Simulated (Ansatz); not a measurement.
**InSe (R3m): a many-body input that goes wrong, and its mend**

What is wrong with this input for InSe (R3m)?

Main program and level: Ansatz 0.2.0; G0W0 on r2SCAN, plane waves, PAW.

## Step 1: Starting point

It takes space group R3m (No. 160, trigonal). Conventional cell: a = 4.000 Å, b = 4.000 Å, c = 24.950 Å, α = 90.00°, β = 90.00°, γ = 120.00°. Nearest to In lie 3 Se at 2.64 Å and 1 In at 2.80 Å. Nearest to Se lie 3 In at 2.64 Å. Nearest to Se lie 3 In at 2.64 Å. Farther neighbours and most contacts between anions are not listed.

The cell and positions come from the Crystallography Open Database and are kept as given unless a step says otherwise. The default PAW set here is soft_2. Its files were made with PBE.

## Step 2: First try

Input file input.yaml:

```yaml
crystal:
  lattice:
    - [2.0, 1.1547005384, 8.3166666667]
    - [-2.0, 1.1547005384, 8.3166666667]
    - [0.0, -2.3094010768, 8.3166666667]
  atoms:
    - { symbol: In, position: [0.0, 0.0, 0.0] }
    - { symbol: In, position: [0.1122, 0.1122, 0.1122] }
    - { symbol: Se, position: [0.6155, 0.6155, 0.6155] }
    - { symbol: Se, position: [0.83, 0.83, 0.83] }
kpoints:
  mp_grid: { grid: [4, 4, 4] }
hamiltonian:
  xc: r2scan
scf:
  occupations: { method: fixed }
gw:
  n_empty_bands: 121
  ecut_chi: 60
  qp_bands: [v2, c2]
  qp_kpoints: band_edges
  screening: { model: contour_deformation }
  static_remainder: true
```

The run is started by

```console
$ ansatz run input.yaml --threads 3 --pin off --max-ram 92160MiB --backend cpu --events-out ev --progress --plain --runs-dir out
```

Numbers of over 12 decimals in the logs are rounded to 6 here.

Log:

```text
Error: gw.static_remainder: true with hamiltonian.pseudopotentials.kind: paw|paw_fr|all_electron — the remainder's closure is formed of plane waves alone, without the terms of the atoms; leave out gw.static_remainder, or use kind: nc
```

It took 0.06 s on 3 threads of AMD EPYC 7R13 (Zen 3), shared host; peak memory 0.039 GiB.

**What went wrong?**

The input was rejected at the start.

The program's message: “Error: gw.static_remainder: true with hamiltonian.pseudopotentials.kind: paw|paw_fr|all_electron — the remainder's closure is formed of plane waves alone, without the terms of the atoms; leave out gw. …”

The fault: static remainder on PAW. The remainder's closure is built from plane waves alone and lacks the terms inside the atoms.

## Step 3: A better input

G0W0 replaces the xc potential by the self-energy, built once from these orbitals. Only a window of levels is corrected, while the sums run over the empty bands that the input names.

Edit input.yaml of step 2 so:

```diff
@@ -22,2 +22 @@
   screening: { model: contour_deformation }
-  static_remainder: true
```

The run is started by

```console
$ ansatz run input.yaml --threads 3 --pin off --max-ram 92160MiB --backend cuda --events-out ev --progress --plain --runs-dir out --devices 1 --max-vram 13GiB
```

Log:

```text
GPUs: using 1 of 1 available (devices: 1).
[...]
device memory: the entry about to start is reckoned to put 3.8 GiB on a device that reports 59.3 GiB free (of which the cap on the GPU budget leaves the run 13.0 GiB)
GPU FFT provider: cuFFT
GPU libraries: cuBLAS 13.8.2, cuFFT 12.4.0, cuSOLVER 12.3.4
Crystal: 4 atoms, lattice volume = 115.239 Å³
Basis set: ecut = 500 eV, 2947 PW (Γ), exchange–correlation on 256×256×256 points (64 copies of the dense FFT grid, shifted against one another)
Bands: 35, of which v1, the nominal top of the filled ones, is band 29 counted from 1 (28 counted from 0)
Symmetry: 6 space group operations
[...]
k-points: 13 of 64 (time reversal used)
[...]
GPU buffer pool allocated for 262144 grid points (all kernels)
GPU transforms: local potential and band sums: pruned to the plane-wave sphere, on 64×64×64
[...]
2    29      5.5381   -15.6663     1.7548   -13.7344  0.7640     5.3604     5.3611  root
     2    30      8.6967    -7.7650    -3.1673   -11.2166  0.7994     8.9824     8.9809  root
     2    31      9.5902    -9.6654    -3.5063   -13.7165  0.7829    10.1469    10.1350  root
     3    28      5.5541   -17.8869     2.2009   -15.6151  0.7605     5.4832     5.4834  root
     3    29      6.4359   -16.0662     1.5515   -14.4032  0.7722     6.3241     6.3243  root
     3    30      9.3994    -9.3632    -3.3775   -13.2453  0.7918     9.9115     9.9041  root
     3    31      9.7898    -8.0911    -3.5304   -12.0357  0.7885    10.2088    10.2039  root
[...]
11    31     10.1893   -10.4476    -3.5618   -14.6529  0.7769    10.8557    10.8328  root ?
    12    28      6.0794   -18.3155     2.1175   -16.1868  0.7652     6.0682     6.0682  root
    12    29      7.2987   -16.3246     1.1969   -15.1216  0.7803     7.2926     7.2926  root
    12    30      8.1124   -10.2526    -2.9996   -13.7012  0.8006     8.5654     8.5614  root
    12    31      9.9053    -8.0969    -3.7515   -12.2493  0.7926    10.3106    10.3061  root
[key lines of the parts left out:]
SCF converged after 7 iterations
Free energy (F): -22182.516963 eV
Fermi energy:    7.298662 eV
```

Run time: 23 s. Hardware: 1 × NVIDIA H100 80GB HBM3 (shared by 6 runs) with 3 threads; peak memory 1.9 GiB; 23 s of CPU time.

This step gave:

* bands summed: 150
* RPA ε∞ on this mesh (eigenvalues): 8.156, 8.156, 12.30
* plane waves in the screening matrix: 137
* q-points in the mesh: 64
* G0W0 gap on the mesh: 1.269 eV
* k of the valence top: -0.5, -0.5, -0.5
* k of the conduction bottom: -0.5, -0.5, -0.5
* starting gap on the mesh: 0.8137 eV
* Z at the valence top: 0.7803
* Z at the conduction bottom: 0.8006
* least direct G0W0 gap on the computed points: 1.269 eV

The gap on the mesh goes from 0.81 eV to 1.27 eV, a correction of +0.46 eV. Between the two edge states, bare exchange in place of the xc potential would open the gap by 4.65 eV, and correlation takes back 4.20 eV.

## Step 4: Summary of results

| Property | Result |
| --- | --- |
| first try | refused after 0.06 s |
| better run | G0W0 gap on the mesh 1.27 eV (4×4×4 mesh, 121 empty bands, screening to 60 eV) |

The second run differs in: static remainder. Bands and cutoff are finite, so the gap is not at the basis limit. The miss can reach some tenths of an eV and take either sign; the mesh is an error of its own. The many-body steps are scalar-relativistic: spin-orbit coupling is not in them.

[Paths, hosts, dates, memory and timing lines, banners, echoed tables and standing remarks are left out of the program output.]

[Logs are printed without paths, hosts, clocks, repeated set-up lines and the standing remarks that a program may print on its own settings, such as how far it seeks lower states.]

[Runs of the session that timed out or met a known fault of the program may be left out.]

[Cells called generated may have been cut or substituted from an entry of the Crystallography Open Database or the Materials Project.]

[No measured gap is set beside runs whose start may be inverted or whose files or cutoffs have a known fault.]

[Hosts, paths, dates, database ids (printed as entryN), source tags and the programs' standing remarks are cut or masked in the printed files.]
